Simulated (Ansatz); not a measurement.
# TaGePt in the AlB2 type: phonon-mediated transition temperature

Wanted: λ, ω_log and Tc of TaGePt in the AlB2 type. The cell shown first is a relaxed one, from steps not shown here.

Program: Ansatz 0.2.0. Level of theory: DFT PBE, scalar-relativistic, plane waves, PAW; PAW set soft_1. Results are calculated unless marked as measured.

Report form: the programs' logs are mostly left out.

The structure was built from a prototype and need not be the compound's stable phase.

## Step 1: The cell after earlier relaxation steps

The structure is hexagonal, space group P-6m2 (No. 187). The conventional cell has a = 4.375 Å, b = 4.375 Å, c = 2.928 Å, α = 90.00°, β = 90.00°, γ = 120.00°. Nearest to Ta lie 6 Pt at 2.92 Å and 6 Ge at 2.92 Å and 2 Ta at 2.93 Å. Nearest to Ge lie 3 Pt at 2.53 Å and 6 Ta at 2.92 Å and 2 Ge at 2.93 Å. Nearest to Pt lie 3 Ge at 2.53 Å and 6 Ta at 2.92 Å and 2 Pt at 2.93 Å. Farther neighbours are not listed.

## Step 2: Resistivity: q 3×3×2, k 6×6×8, scattering 8×8×12

The run that gives the couplings also evaluates McMillan's and Allen and Dynes's formulas and, where asked, the Eliashberg equations, over a range of μ*.

The input, input.yaml:

```yaml
crystal:
  lattice:
    - [4.3745863277, 3.2018e-06, 0.0]
    - [-2.1872959367, 3.78850129, 0.0]
    - [0.0, 0.0, 2.9283190932]
  atoms:
    - { symbol: Ta, position: [0.0, 0.0, 0.0] }
    - { symbol: Ge, position: [0.3333333333, 0.6666666667, 0.5] }
    - { symbol: Pt, position: [0.6666666667, 0.3333333333, 0.5] }
kpoints:
  mp_grid: { grid: [6, 6, 8] }
hamiltonian:
  xc: pbe
  pseudopotentials: { kind: paw, azcp: { folder: soft_1 } }
scf:
  occupations: { method: methfessel_paxton, width: 0.2 }
output:
  eigenvalues: true
phonons:
  method: dfpt
  qmesh: [3, 3, 2]
  temperatures: { t_max: 1000, t_step: 50 }
  qpath:
    path:
      - [[0.0, 0.0, 0.0], [0.5, 0.0, 0.0], [0.33333333, 0.33333333, 0.0], [0.0, 0.0, 0.0], [0.0, 0.0, 0.5], [0.5, 0.0, 0.5], [0.33333333, 0.33333333, 0.5], [0.0, 0.0, 0.5]]
      - [[0.5, 0.0, 0.5], [0.5, 0.0, 0.0]]
      - [[0.33333333, 0.33333333, 0.5], [0.33333333, 0.33333333, 0.0]]
    npoints: 10
  electrical_resistivity:
    mesh: [8, 8, 12]
    temperatures: [20.0, 50.0, 77.0, 100.0, 150.0, 200.0, 300.0, 400.0, 600.0, 800.0]
  superconductivity: { mesh: [8, 8, 12] }
```

Command:

```sh
ansatz run input.yaml --threads 4 --pin off --max-ram 12288MiB --backend cpu --events-out ev --progress --plain --runs-dir out
```

Elapsed: 4.5 min, on 4 threads of Arm Neoverse V1, shared host; peak memory 0.94 GiB; 18 min of CPU time.

This step gave:

```
volume per atom                                                                : 16.18 Å³/atom
metallic on mesh                                                               : yes
gap on the k-mesh                                                              : 0 eV
zero point energy                                                              : 0.07135 eV/cell
share of imaginary modes in the plain interpolation between solved wavevectors : 0
highest frequency, solved or plainly interpolated                              : 241 cm⁻¹
Debye temperature (second moment)                                              : 263 K
resistivity at 300 K                                                           : 61.27 μΩ cm, mean of the axes
coupling constant λ                                                            : 0.9821
density of states at the Fermi level                                           : 0.9931 states/eV a spin and cell
log mean phonon energy ħω_log                                                  : 9.495 meV
transport coupling constant λ_tr                                               : 0.9347, 0.9347, 0.9862 (xx, yy, zz)
Drude plasma energy                                                            : 3.973, 3.973, 4.9 eV (xx, yy, zz)
resistivity times mean free path                                               : 14.25, 14.25, 8.914 × 10⁻¹⁶ Ω m² (xx, yy, zz)
second-moment phonon energy ħω₂                                                : 11.46 meV
```

Transition temperatures:

```csv
μ*,McMillan Tc (K),Allen–Dynes Tc (K),isotropic Fermi-surface Tc (K),isotropic full bandwidth Tc (K),anisotropic Fermi-surface Tc (K),anisotropic full bandwidth Tc (K),anisotropic narrow window Tc (K)
0.08,8.2,8.79,8.51,8.5,8.67,8.62,8.63
0.1,7.46,7.94,7.59,7.57,7.75,7.71,7.72
0.12,6.73,7.13,6.7,6.69,6.88,6.85,6.86
0.13,6.38,6.74,6.28,6.27,6.46,6.44,6.44
0.14,6.03,6.35,5.87,5.86,6.06,6.03,6.04
0.16,5.34,5.61,5.09,5.08,5.29,5.27,5.27
0.2,4.05,4.22,3.7,3.69,3.91,3.9,3.9
```

## Step 3: Electron–phonon run: scattering mesh 18×18×16

The next rung changes the scattering mesh, which samples the Fermi surface.

input.yaml: that of step 2 with these lines changed.

```diff
@@ -29,4 +29,4 @@
   electrical_resistivity:
-    mesh: [8, 8, 12]
+    mesh: [18, 18, 16]
     temperatures: [20.0, 50.0, 77.0, 100.0, 150.0, 200.0, 300.0, 400.0, 600.0, 800.0]
-  superconductivity: { mesh: [8, 8, 12] }
+  superconductivity: { mesh: [18, 18, 16] }
```

Wall time 5.9 min (4 threads); peak memory 1.5 GiB; 23 min of CPU time.

Numbers from this step:

```
resistivity at 300 K                 : 60.45 μΩ cm, mean of the axes
coupling constant λ                  : 0.9421
density of states at the Fermi level : 0.9619 states/eV a spin and cell
log mean phonon energy ħω_log        : 9.544 meV
transport coupling constant λ_tr     : 0.8976, 0.8976, 1.019 (xx, yy, zz)
Drude plasma energy                  : 4.268, 4.268, 4.114 eV (xx, yy, zz)
resistivity times mean free path     : 12.44, 12.44, 11.3 × 10⁻¹⁶ Ω m² (xx, yy, zz)
second-moment phonon energy ħω₂      : 11.57 meV
```

Transition temperatures:

```csv
μ*,McMillan Tc (K),Allen–Dynes Tc (K),isotropic Fermi-surface Tc (K),isotropic full bandwidth Tc (K),anisotropic Fermi-surface Tc (K),anisotropic full bandwidth Tc (K),anisotropic narrow window Tc (K)
0.08,7.75,8.27,8,8,8.14,8.14,8.14
0.1,7.01,7.44,7.09,7.09,7.24,7.23,7.23
0.12,6.29,6.64,6.22,6.22,6.38,6.38,6.38
0.13,5.94,6.25,5.81,5.81,5.97,5.97,5.97
0.14,5.59,5.87,5.41,5.41,5.57,5.57,5.57
0.16,4.91,5.14,4.65,4.65,4.82,4.82,4.82
0.2,3.65,3.8,3.31,3.31,3.5,3.5,3.5
```

For the coupling constant λ, step 2 gave 0.982; this run, with scattering mesh 18×18×16, gives 0.942 (-4 %).

## Step 4: Electron–phonon run: q 3×3×3, k 9×9×9, scattering 12×12×16

The next rung changes the q mesh, which sets the reach of the force constants and couplings; the k mesh of the density and its response; the scattering mesh, which samples the Fermi surface.

input.yaml: that of step 3 with these lines changed.

```diff
@@ -10,3 +10,3 @@
 kpoints:
-  mp_grid: { grid: [6, 6, 8] }
+  mp_grid: { grid: [9, 9, 9] }
 hamiltonian:
@@ -20,3 +20,3 @@
   method: dfpt
-  qmesh: [3, 3, 2]
+  qmesh: [3, 3, 3]
   temperatures: { t_max: 1000, t_step: 50 }
@@ -29,4 +29,4 @@
   electrical_resistivity:
-    mesh: [18, 18, 16]
+    mesh: [12, 12, 16]
     temperatures: [20.0, 50.0, 77.0, 100.0, 150.0, 200.0, 300.0, 400.0, 600.0, 800.0]
-  superconductivity: { mesh: [18, 18, 16] }
+  superconductivity: { mesh: [12, 12, 16] }
```

The job ended after 22 min (4 threads; peak memory 5.5 GiB; 84 min of CPU time).

This step gave:

```yaml
zero_point_energy: 0.07034 eV/cell
highest_frequency_solved_or_plainly_interpolated: 240.9 cm⁻¹
debye_temperature_second_moment: 261 K
resistivity_at_300_k: 67.91 μΩ cm, mean of the axes
coupling_constant_lambda: 1.132
density_of_states_at_the_fermi_level: 0.9698 states/eV a spin and cell
log_mean_phonon_energy_omega_log: 8.18 meV
transport_coupling_constant_lambda_tr: 1.025, 1.025, 1.179 (xx, yy, zz)
drude_plasma_energy: 4.299, 4.299, 4.145 eV (xx, yy, zz)
resistivity_times_mean_free_path: 12.44, 12.44, 11.19 × 10⁻¹⁶ Ω m² (xx, yy, zz)
second_moment_phonon_energy_omega: 10.32 meV
```

Transition temperatures:

```
  μ*  McMillan Tc (K)  Allen–Dynes Tc (K)  isotropic Fermi-surface Tc (K)  isotropic full bandwidth Tc (K)  anisotropic Fermi-surface Tc (K)  anisotropic full bandwidth Tc (K)  anisotropic narrow window Tc (K)
0.08             8.53                9.32                            8.95                             8.95                               9.1                                9.1                               9.1
 0.1             7.88                8.54                            8.11                             8.11                              8.28                               8.28                              8.28
0.12             7.25                 7.8                            7.31                             7.31                               7.5                                7.5                               7.5
0.13             6.93                7.43                            6.92                             6.92                              7.12                               7.12                              7.12
0.14             6.61                7.08                            6.54                             6.54                              6.75                               6.75                              6.75
0.16                6                6.38                            5.82                             5.82                              6.05                               6.05                              6.05
 0.2              4.8                5.07                            4.49                             4.49                              4.76                               4.76                              4.76
```

The Eliashberg function α²F has structure finer than the step of the table below, so its rows give means over 1 meV, whole bins alone (the curve runs from 0.117 to 29.7 meV). Peaks (meV: height): α²F 5.7: 0.931, 8.5: 0.575, 12.2: 0.540, 14.1: 0.395, 27.4: 0.259; α²F tr 5.7: 0.833, 8.5: 0.634, 12.2: 0.639, 14.1: 0.423, 27.4: 0.278, 29.3: 0.202.

Table of Eliashberg function α²F by phonon energy; means over each step:

| phonon energy (meV) | α²F | α²F tr |
| --- | --- | --- |
| 1 | 0.00124 | 3.4e-4 |
| 2 | 0.00659 | 0.00317 |
| 3 | 0.0162 | 0.0131 |
| 4 | 0.0408 | 0.0399 |
| 5 | 0.273 | 0.242 |
| 6 | 0.776 | 0.624 |
| 7 | 0.617 | 0.514 |
| 8 | 0.398 | 0.414 |
| 9 | 0.367 | 0.396 |
| 10 | 0.243 | 0.266 |
| 11 | 0.247 | 0.277 |
| 12 | 0.436 | 0.521 |
| 13 | 0.247 | 0.290 |
| 14 | 0.308 | 0.334 |
| 15 | 0.204 | 0.205 |
| 16 | 0.147 | 0.132 |
| 17 | 0.121 | 0.0968 |
| 18 | 0.107 | 0.107 |
| 19 | 0.105 | 0.114 |
| 20 | 0.0429 | 0.0597 |
| 21 | 0 | 0 |
| 22 | 0 | 0 |
| 23 | 0 | 0 |
| 24 | 0 | 0 |
| 25 | 0 | 0 |
| 26 | 0.0198 | 0.0135 |
| 27 | 0.177 | 0.160 |
| 28 | 0.131 | 0.130 |
| 29 | 0.126 | 0.153 |

The Eliashberg function α²F has structure finer than the step of the table below, so its rows give means over 1 meV, whole bins alone (the curve runs from 0.117 to 29.7 meV). Peaks (meV: height): α²F 5.7: 0.931, 8.5: 0.575, 12.2: 0.540, 14.1: 0.395; Ta 7.1: 0.0924, 8.5: 0.0913, 12.2: 0.247, 14.1: 0.289; Ge 9.7: 0.131, 12.2: 0.138, 27.4: 0.226, 29.0: 0.108; Pt 5.7: 0.772, 8.5: 0.424, 11.8: 0.176.

Table of Eliashberg function α²F by phonon energy; means over each step:

| phonon energy (meV) | α²F | Ta | Ge | Pt |
| --- | --- | --- | --- | --- |
| 1 | 0.00124 | 4.9e-4 | 2.3e-4 | 5.6e-4 |
| 2 | 0.00659 | 0.00250 | 0.00106 | 0.00304 |
| 3 | 0.0162 | 0.00573 | 0.00256 | 0.00787 |
| 4 | 0.0408 | 0.0130 | 0.00609 | 0.0217 |
| 5 | 0.273 | 0.0316 | 0.0383 | 0.203 |
| 6 | 0.776 | 0.0751 | 0.0743 | 0.626 |
| 7 | 0.617 | 0.0806 | 0.0620 | 0.474 |
| 8 | 0.398 | 0.0636 | 0.0425 | 0.292 |
| 9 | 0.367 | 0.0516 | 0.0674 | 0.248 |
| 10 | 0.243 | 0.0424 | 0.0843 | 0.116 |
| 11 | 0.247 | 0.0845 | 0.0672 | 0.0950 |
| 12 | 0.436 | 0.187 | 0.0982 | 0.151 |
| 13 | 0.247 | 0.129 | 0.0435 | 0.0748 |
| 14 | 0.308 | 0.210 | 0.0314 | 0.0666 |
| 15 | 0.204 | 0.133 | 0.0203 | 0.0509 |
| 16 | 0.147 | 0.0877 | 0.0184 | 0.0408 |
| 17 | 0.121 | 0.0692 | 0.0214 | 0.0301 |
| 18 | 0.107 | 0.0610 | 0.0283 | 0.0175 |
| 19 | 0.105 | 0.0648 | 0.0315 | 0.00916 |
| 20 | 0.0429 | 0.0255 | 0.0156 | 0.00175 |
| 21 | 0 | 0 | 0 | 0 |
| 22 | 0 | 0 | 0 | 0 |
| 23 | 0 | 0 | 0 | 0 |
| 24 | 0 | 0 | 0 | 0 |
| 25 | 0 | 0 | 0 | 0 |
| 26 | 0.0198 | 5.3e-4 | 0.0190 | 2.9e-4 |
| 27 | 0.177 | 0.00956 | 0.158 | 0.00928 |
| 28 | 0.131 | 0.00462 | 0.110 | 0.0169 |
| 29 | 0.126 | 0.00351 | 0.0958 | 0.0263 |

Anisotropic full-bandwidth solution, weighted at the Fermi level. Gaps:

```csv
mu*,T (K),mean gap (meV),5 % (meV),95 % (meV),mean Z
0.1,2.07,1.41,1.14,1.56,2.07
0.1,4.14,1.35,1.09,1.5,2.07
0.1,6.21,1.11,0.893,1.24,2.09
0.1,7.45,0.76,0.61,0.846,2.11
0.13,1.78,1.18,0.931,1.33,2.09
0.13,3.56,1.13,0.89,1.28,2.09
0.13,5.34,0.927,0.724,1.05,2.1
0.13,6.41,0.633,0.493,0.716,2.12
0.16,1.51,0.975,0.747,1.12,2.1
0.16,3.02,0.934,0.712,1.07,2.1
0.16,4.54,0.762,0.576,0.876,2.11
0.16,5.44,0.52,0.39,0.599,2.12
```

dTc/da2F against phonon energy:

| phonon energy (meV) | dTc/da2F (K/meV) |
| --- | --- |
| 1 | - |
| 2 | 2.26 |
| 3 | 2.74 |
| 4 | 2.91 |
| 5 | 2.91 |
| 6 | 2.83 |
| 7 | 2.71 |
| 8 | 2.59 |
| 9 | 2.46 |
| 10 | 2.33 |
| 11 | 2.21 |
| 12 | 2.09 |
| 13 | 1.99 |
| 14 | 1.89 |
| 15 | 1.79 |
| 16 | 1.71 |
| 17 | 1.63 |
| 18 | 1.56 |
| 19 | 1.49 |
| 20 | 1.43 |
| 21 | 1.36 |
| 22 | 1.31 |
| 23 | 1.26 |
| 24 | 1.21 |
| 25 | 1.16 |
| 26 | 1.12 |
| 27 | 1.08 |
| 28 | 1.03 |
| 29 | 1.000 |

The share of the Fermi-level states by lambda of a state:

```csv
lambda of a state,share of the Fermi-level states
0.509,0
0.599,0.0036
0.689,0.0069
0.779,0.0404
0.869,0.0714
0.959,0.215
1.050,0.093
1.140,0.068
1.230,0.264
1.320,0.183
1.410,0.0519
1.500,2.0e-4
1.590,0
1.680,0
1.770,0
1.860,0
1.950,0
2.040,0
2.130,0
2.220,4.0e-4
2.310,0
2.400,0
2.490,0
2.580,0.0018
```

## Step 5: What came out

```yaml
meshes: q 3×3×3, k 9×9×9, scattering 12×12×16
coupling_constant_lambda: 1.13
log_mean_phonon_energy_omega_log: 8.18 meV
allen_dynes_tc_at_mu_star_0p1: 8.54 K
allen_dynes_tc_at_mu_star_0p13: 7.43 K
anisotropic_eliashberg_tc_at_mu_star_0p1: 8.28 K
anisotropic_eliashberg_tc_at_mu_star_0p13: 7.12 K
```

In the last run (PBE, q 3×3×3, k 9×9×9, scattering 12×12×16), with λ = 1.1 and ħω_log = 8.18 meV, Tc at μ* = 0.13 is 6.9 K by McMillan's formula, 7.4 K by Allen and Dynes's and 7.1 K by the anisotropic Eliashberg equations. Raising μ* from 0.10 to 0.16 lowers the Allen–Dynes value from 8.5 to 6.4 K. The mean gap at a quarter of Tc gives 2Δ/k_B Tc = 3.85, against 3.53 in weak-coupling theory. The gap spreads from 0.93 to 1.3 meV over nine tenths of the Fermi surface. By the run's own test λ is not converged in the fine mesh: it moves by 13 % between the two finest. The run's transport test calls it not converged in the mesh; ρ(300 K) moves by 41 % in the component that moves most. In 1 of the runs shown, the last among them, the self-energy step met imaginary modes and the program fell back to plain Fourier phonons, a sign of a lattice near an instability that the q mesh may not hold. Over the runs, λ takes the values 0.982, 0.942 and 1.13, in the order shown. No spin–orbit coupling, which matters for Pt and Ta. The structure is a hand-built model. The compound is a prototype filled by a generator; whether it can be made, and whether it orders so, was not tested. μ* is a typed number, phonons are harmonic, and spin fluctuations are left out; at μ* = 0.13 McMillan's formula turns 1 % in λ into about 1.5 % in Tc.

[Logs are printed without paths, hosts, clocks, repeated set-up lines and the standing remarks that a program may print on its own settings, such as how far it seeks lower states.]

[Hosts, paths, dates, database ids (printed as entryN), source tags and the programs' standing remarks are cut or masked in the printed files.]
